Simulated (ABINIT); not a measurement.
# Lithium (Im-3m): from the cell to the phonon bands, part 3 of 3

How does Lithium (Im-3m) vibrate, and is this structure a minimum?

ABINIT 10.8.3; DFT PBE, scalar-relativistic, plane waves, PseudoDojo norm-conserving pseudopotentials.

So far. Step 3 (Relaxation): The volume changes by -5.9 % in this run and stands -5.9 % from the first cell. Step 4 (Ground state): The cell stands at -0.30 GPa: the relaxation ran with a smoothed and higher cutoff, and the difference is a stress of the finite basis. The relaxed cell has a = 3.439 Å (conventional setting).

**7. Dispersion**

anaddb transforms the dynamical matrices to force constants and back along the path; points of the mesh come back as solved, but for the sum rule and, in polar crystals, the LO-TO term at Γ; the rest is interpolation.

Input file anaddb.abi:

```
ddb_filepath "all_DDB"
output_file "anaddb.abo"
outdata_prefix "anaddb"
ifcflag 1
ngqpt 4 4 4
nqshft 1
q1shft 0.0 0.0 0.0
asr 1
chneut 0
dipdip 0
dipquad 0
quadquad 0
enunit 0
eivec 0
nph1l 62
qph1l 
    0.0 0.0 0.0 1.0
    0.05 -0.05 0.05 1.0
    0.1 -0.1 0.1 1.0
    0.15 -0.15 0.15 1.0
    0.2 -0.2 0.2 1.0
    0.25 -0.25 0.25 1.0
    0.3 -0.3 0.3 1.0
    0.35 -0.35 0.35 1.0
    0.4 -0.4 0.4 1.0
    0.45 -0.45 0.45 1.0
    0.5 -0.5 0.5 1.0
    0.45 -0.45 0.5 1.0
    0.4 -0.4 0.5 1.0
    0.35 -0.35 0.5 1.0
    0.3 -0.3 0.5 1.0
    0.25 -0.25 0.5 1.0
    0.2 -0.2 0.5 1.0
    0.15 -0.15 0.5 1.0
    0.1 -0.1 0.5 1.0
    0.05 -0.05 0.5 1.0
    0.0 0.0 0.5 1.0
    0.0 0.0 0.45 1.0
    0.0 0.0 0.4 1.0
    0.0 0.0 0.35 1.0
    0.0 0.0 0.3 1.0
    0.0 0.0 0.25 1.0
    0.0 0.0 0.2 1.0
    0.0 0.0 0.15 1.0
    0.0 0.0 0.1 1.0
    0.0 0.0 0.05 1.0
    0.0 0.0 0.0 1.0
    0.025 0.025 0.025 1.0
    0.05 0.05 0.05 1.0
    0.075 0.075 0.075 1.0
    0.1 0.1 0.1 1.0
    0.125 0.125 0.125 1.0
    0.15 0.15 0.15 1.0
    0.175 0.175 0.175 1.0
    0.2 0.2 0.2 1.0
    0.225 0.225 0.225 1.0
    0.25 0.25 0.25 1.0
    0.275 0.175 0.275 1.0
    0.3 0.1 0.3 1.0
    0.325 0.025 0.325 1.0
    0.35 -0.05 0.35 1.0
    0.375 -0.125 0.375 1.0
    0.4 -0.2 0.4 1.0
    0.425 -0.275 0.425 1.0
    0.45 -0.35 0.45 1.0
    0.475 -0.425 0.475 1.0
    0.5 -0.5 0.5 1.0
    0.25 0.25 0.25 1.0
    0.225 0.225 0.275 1.0
    0.2 0.2 0.3 1.0
    0.175 0.175 0.325 1.0
    0.15 0.15 0.35 1.0
    0.125 0.125 0.375 1.0
    0.1 0.1 0.4 1.0
    0.075 0.075 0.425 1.0
    0.05 0.05 0.45 1.0
    0.025 0.025 0.475 1.0
    0.0 0.0 0.5 1.0
```

Input file mrgddb.in:

```
all_DDB
merged
8
dfpt_gammao_DDB
dfpt_qo_DS1_DDB
dfpt_qo_DS2_DDB
dfpt_qo_DS3_DDB
dfpt_qo_DS4_DDB
dfpt_qo_DS5_DDB
dfpt_qo_DS6_DDB
dfpt_qo_DS7_DDB
```

Command:

```console
> mrgddb < mrgddb.in > mrgddb.log
> OMP_NUM_THREADS=1 anaddb anaddb.abi > anaddb.log
```

anaddb.abo, the main output file:

```text
[banners, grids, parts of the stress and lines that vanish by symmetry left out]
-outvars_anaddb: echo values of input variables ----------------------

 Flags :
[...]
Phonon wavevector (reduced coordinates) :  0.00000  0.00000  0.00000
 Phonon energies in Hartree :
[...]
Phonon frequencies in cm-1    :
-  0.000000E+00  0.000000E+00  0.000000E+00
[...]
Phonon wavevector (reduced coordinates) :  0.05000 -0.05000  0.05000
 Phonon energies in Hartree :
[...]
Phonon frequencies in cm-1    :
-  3.631458E+01  3.631458E+01  5.692066E+01
[...]
Phonon wavevector (reduced coordinates) :  0.10000 -0.10000  0.10000
 Phonon energies in Hartree :
[...]
Phonon frequencies in cm-1    :
-  7.882993E+01  7.882993E+01  1.105981E+02
[...]
Phonon wavevector (reduced coordinates) :  0.15000 -0.15000  0.15000
 Phonon energies in Hartree :
[...]
Phonon frequencies in cm-1    :
-  1.277513E+02  1.277513E+02  1.568693E+02
  Phonon wavevector (reduced coordinates) :  0.20000 -0.20000  0.20000
 Phonon energies in Hartree :
[...]
Phonon frequencies in cm-1    :
-  1.782454E+02  1.782454E+02  1.922076E+02
  Phonon wavevector (reduced coordinates) :  0.25000 -0.25000  0.25000
 Phonon energies in Hartree :
[...]
Phonon frequencies in cm-1    :
-  2.172520E+02  2.245376E+02  2.245376E+02
  Phonon wavevector (reduced coordinates) :  0.30000 -0.30000  0.30000
 Phonon energies in Hartree :
[...]
Phonon frequencies in cm-1    :
-  2.385993E+02  2.628758E+02  2.628758E+02
  Phonon wavevector (reduced coordinates) :  0.35000 -0.35000  0.35000
 Phonon energies in Hartree :
[...]
Phonon frequencies in cm-1    :
-  2.641905E+02  2.922058E+02  2.922058E+02
  Phonon wavevector (reduced coordinates) :  0.40000 -0.40000  0.40000
 Phonon energies in Hartree :
[...]
Phonon frequencies in cm-1    :
-  2.943342E+02  3.129875E+02  3.129875E+02
  Phonon wavevector (reduced coordinates) :  0.45000 -0.45000  0.45000
 Phonon energies in Hartree :
[...]
Phonon frequencies in cm-1    :
-  3.198589E+02  3.256143E+02  3.256143E+02
  Phonon wavevector (reduced coordinates) :  0.50000 -0.50000  0.50000
 Phonon energies in Hartree :
[...]
Phonon frequencies in cm-1    :
-  3.298933E+02  3.298933E+02  3.298933E+02
  Phonon wavevector (reduced coordinates) :  0.45000 -0.45000  0.50000
 Phonon energies in Hartree :
[...]
Phonon frequencies in cm-1    :
-  3.243015E+02  3.277584E+02  3.282151E+02
  Phonon wavevector (reduced coordinates) :  0.40000 -0.40000  0.50000
 Phonon energies in Hartree :
[...]
Phonon frequencies in cm-1    :
-  3.081022E+02  3.215295E+02  3.238128E+02
  Phonon wavevector (reduced coordinates) :  0.35000 -0.35000  0.50000
 Phonon energies in Hartree :
[...]
Phonon frequencies in cm-1    :
-  2.828912E+02  3.115788E+02  3.183251E+02
[...]
Phonon wavevector (reduced coordinates) :  0.17500  0.17500  0.32500
 Phonon energies in Hartree :
[...]
Phonon frequencies in cm-1    :
-  2.071098E+02  2.506818E+02  2.968393E+02
  Phonon wavevector (reduced coordinates) :  0.15000  0.15000  0.35000
 Phonon energies in Hartree :
[...]
Phonon frequencies in cm-1    :
-  1.861075E+02  2.433402E+02  3.051589E+02
  Phonon wavevector (reduced coordinates) :  0.12500  0.12500  0.37500
 Phonon energies in Hartree :
[...]
Phonon frequencies in cm-1    :
-  1.632139E+02  2.338912E+02  3.113168E+02
  Phonon wavevector (reduced coordinates) :  0.10000  0.10000  0.40000
 Phonon energies in Hartree :
[...]
Phonon frequencies in cm-1    :
-  1.385809E+02  2.228939E+02  3.154711E+02
  Phonon wavevector (reduced coordinates) :  0.07500  0.07500  0.42500
 Phonon energies in Hartree :
[...]
Phonon frequencies in cm-1    :
-  1.128333E+02  2.114449E+02  3.179595E+02
  Phonon wavevector (reduced coordinates) :  0.05000  0.05000  0.45000
 Phonon energies in Hartree :
[...]
Phonon frequencies in cm-1    :
-  8.755806E+01  2.011587E+02  3.192372E+02
  Phonon wavevector (reduced coordinates) :  0.02500  0.02500  0.47500
 Phonon energies in Hartree :
[...]
Phonon frequencies in cm-1    :
-  6.653790E+01  1.939098E+02  3.197692E+02
  Phonon wavevector (reduced coordinates) :  0.00000  0.00000  0.50000
 Phonon energies in Hartree :
[...]
Phonon frequencies in cm-1    :
-  5.754648E+01  1.912827E+02  3.199035E+02
-
```

Wall time 0.69 s (1 thread of Intel Xeon Platinum 8488C (Sapphire Rapids), shared host).

This step gave:

* lowest frequency on the path: -13.37 cm⁻¹

Anaddb. Phonon branches along the path, in cm⁻¹:

```tsv
point	branch 1	branch 2	branch 3
Γ	0	0	0
halfway	217	224	224
H	330	330	330
halfway	215	281	311
N	58	191	320
halfway	36	134	225
Γ	0	0	0
halfway	143	143	252
P	260	260	260
halfway	164	301	301
H	330	330	330
jump to P	260	260	260
halfway	163	234	311
N	58	191	320
```

The phonon branches as a text plot (rows in cm⁻¹):

```
    323 |          *****   ****                         ***    **
    308 |         *   *****    *                      **     **
    294 |        **     *                    **    ***  *   *
    280 |              * *      *           *  * **        *
    266 |       **        *                     *          *
    251 |               *                  *           *    *
    237 |       *                              *           * *
    223 |     **           *     *        *   *  *            *
    208 |                *                   *        *     *  *
    194 |    *              ***                                 *
    180 |    *            *    ** *         *     *          *
    165 |                                *           *
    151 |   *                                      *
    137 |                        * *       *        *         *
    122 |   *                           *
    108 |  *               *      *       *
     94 |                           *                          *
     80 |  *                       *
     65 |                   *          * *                      *
     51 | *                  ****   **
     37 | *                      *      *
     22 |                         *  * *
      8 |
     -6 |*                         ****
         Γ           H       N        Γ         P        H|P    N
```

The path dips to 13i cm⁻¹ between the solved wavevectors, whose modes are all real, so the dip may come from the interpolation.

**8. Sums over the zone**

Sums over the zone need many more wavevectors than were solved, so the interpolation is sampled on a dense mesh.

Input file anaddb.abi:

```
ddb_filepath "all_DDB"
output_file "anaddb.abo"
outdata_prefix "anaddb"
ifcflag 1
ngqpt 4 4 4
nqshft 1
q1shft 0.0 0.0 0.0
asr 1
chneut 0
dipdip 0
dipquad 0
quadquad 0
prtdos 2
ng2qpt 19 19 19
dosdeltae 4.5563e-06
ntemper 11
temperinc 100.0
tempermin 0.0
```

Command:

```console
> OMP_NUM_THREADS=1 anaddb anaddb.abi > anaddb.log
```

anaddb.abo, the main output file:

```text
[banners, grids, parts of the stress and lines that vanish by symmetry left out]
-outvars_anaddb: echo values of input variables ----------------------

 Flags :
     ifcflag         1
 Miscellaneous information :
         asr         1
      chneut         0
 Interatomic Force Constants Inputs :
      dipdip         0
     dipquad         0
    quadquad         0
      ifcana         0
      ifcout         0
 Description of grid 1 :
        brav         1
       ngqpt         4         4         4
      nqshft         1
      q1shft
                     0.00000000E+00  0.00000000E+00  0.00000000E+00
 Phonon DOS information :
   dosdeltae  4.55630000E-06
    dossmear  4.55633525E-06
 Description of grid 2 (Fourier interp. or BZ sampling):
      ng2qpt        19        19        19
      ngrids         4
      q2shft         0.00000000E+00  0.00000000E+00  0.00000000E+00

================================================================================

 read the DDB information and perform some checks

  ==== Info on the Cryst% object ====
 Real(R)+Recip(G) space primitive vectors, cartesian coordinates (Bohr,Bohr^-1):
 R(1)= -3.2497135  3.2497135  3.2497135  G(1)=  0.0000000  0.1538597  0.1538597
 R(2)=  3.2497135 -3.2497135  3.2497135  G(2)=  0.1538597  0.0000000  0.1538597
 R(3)=  3.2497135  3.2497135 -3.2497135  G(3)=  0.1538597  0.1538597  0.0000000
 Unit cell volume ucvol=  1.3727619E+02 bohr^3
 Angles (23,13,12)=  1.09471221E+02  1.09471221E+02  1.09471221E+02 degrees
 Time-reversal symmetry is present
 Reduced atomic positions [iatom, xred, symbol]:
    1)    0.0000000  0.0000000  0.0000000  Li

 DDB file with 8 blocks has been read.

================================================================================

 Calculation of the interatomic forces

       Homogeneous q point set in the B.Z.
 Grid q points  :       64
  1)   0.00000000E+00  0.00000000E+00  0.00000000E+00
  2)   2.50000000E-01  0.00000000E+00  0.00000000E+00
  3)   5.00000000E-01  0.00000000E+00  0.00000000E+00
  4)  -2.50000000E-01  0.00000000E+00  0.00000000E+00
  5)   0.00000000E+00  2.50000000E-01  0.00000000E+00
  6)   2.50000000E-01  2.50000000E-01  0.00000000E+00
  7)   5.00000000E-01  2.50000000E-01  0.00000000E+00
  8)  -2.50000000E-01  2.50000000E-01  0.00000000E+00
  9)   0.00000000E+00  5.00000000E-01  0.00000000E+00
 10)   2.50000000E-01  5.00000000E-01  0.00000000E+00
 11)   5.00000000E-01  5.00000000E-01  0.00000000E+00
 12)  -2.50000000E-01  5.00000000E-01  0.00000000E+00
 13)   0.00000000E+00 -2.50000000E-01  0.00000000E+00
 14)   2.50000000E-01 -2.50000000E-01  0.00000000E+00
[...]
58)   2.50000000E-01  5.00000000E-01 -2.50000000E-01
 59)   5.00000000E-01  5.00000000E-01 -2.50000000E-01
 60)  -2.50000000E-01  5.00000000E-01 -2.50000000E-01
 61)   0.00000000E+00 -2.50000000E-01 -2.50000000E-01
 62)   2.50000000E-01 -2.50000000E-01 -2.50000000E-01
 63)   5.00000000E-01 -2.50000000E-01 -2.50000000E-01
 64)  -2.50000000E-01 -2.50000000E-01 -2.50000000E-01

 The interatomic forces have been obtained

================================================================================

 Calculation of phonon density of states

 Average speed of sound partial sums:     0.1886426983E-02 (at units)
-                                   =           4.1269 [km/s]

 Debye frequency from partial sums:     0.1425362254E-02 (Ha)
-                                 =     0.9378433107E+01 (THz)
-Debye temperature from partial sums:     0.4500938013E+03 (K)

 Average speed of sound:     0.1965697672E-03 (at units)
-                      =           0.4300 [km/s]

 Debye frequency from DOS:     0.1485258264E-03 (Ha)
-                        =     0.9772529916E+00 (THz)
-Debye temperature from DOS:     0.4690074651E+02 (K)

-
```

Run time: 0.82 s. Hardware: 1 thread.

Numbers from this step:

```yaml
share_of_modes_beyond_3i_cm_minus1_on_the_dense_interpolated_mesh: 3.00e-4
```

The phonon density of states has structure finer than the step of the table below, so its rows give means over 20 cm⁻¹, whole bins alone (the curve runs from -30 to 360 cm⁻¹). Peaks (cm⁻¹: height): 310.0: 0.0326.

Tetrahedra. Table of phonon density of states by wavenumber; means over each step:

wavenumber (cm⁻¹), phonon density of states (1/cm⁻¹/cell) and a bar:
```
      -20     0.0000 
        0     0.0002 
       20     0.0005 #
       40     0.0014 ##
       60     0.0032 ####
       80     0.0055 #######
      100     0.0072 #########
      120     0.0097 ############
      140     0.0106 #############
      160     0.0085 ##########
      180     0.0088 ###########
      200     0.0109 #############
      220     0.0110 #############
      240     0.0115 ##############
      260     0.0120 ##############
      280     0.0133 ################
      300     0.0249 ##############################
      320     0.0105 #############
      340     0.0000
```

**9. Summary of results**

| Quantity | Value |
| --- | --- |
| space group after relaxation | Im-3m |
| volume per atom | 20.3 Å³ |
| q mesh | 4×4×4 |
| lowest mode on the q mesh (acoustic ones at the zone centre apart) | 35.4 cm⁻¹ |
| imaginary modes on the q mesh | none |

What this shows: Lithium (Im-3m) is dynamically stable on the 4×4×4 mesh; its spectrum reaches 330 cm⁻¹. The base run prints -0.30 GPa, mostly the error of a finite basis; the relaxation, with a smoothed and higher cutoff, had brought the cell to rest. The imaginary part of the path lies between the solved wavevectors, so it may come from the interpolation. These are harmonic frequencies at zero temperature: anharmonic shifts and linewidths and thermal expansion are left out. In a metal the frequencies hang on the k mesh and the smearing, most of all near Kohn anomalies. The relaxed cell is 6 % smaller in volume than the measured one, and all results belong to that cell. Electron-phonon sums were run after this but are not shown: the interpolated spectrum has imaginary branches.

[Host names and launcher messages were left out of these logs when they were recorded.]

[Logs are printed without paths, hosts, clocks, repeated set-up lines and the standing remarks that a program may print on its own settings, such as how far it seeks lower states.]

[Hosts, paths, dates, database ids (printed as entryN), source tags and the programs' standing remarks are cut or masked in the printed files.]
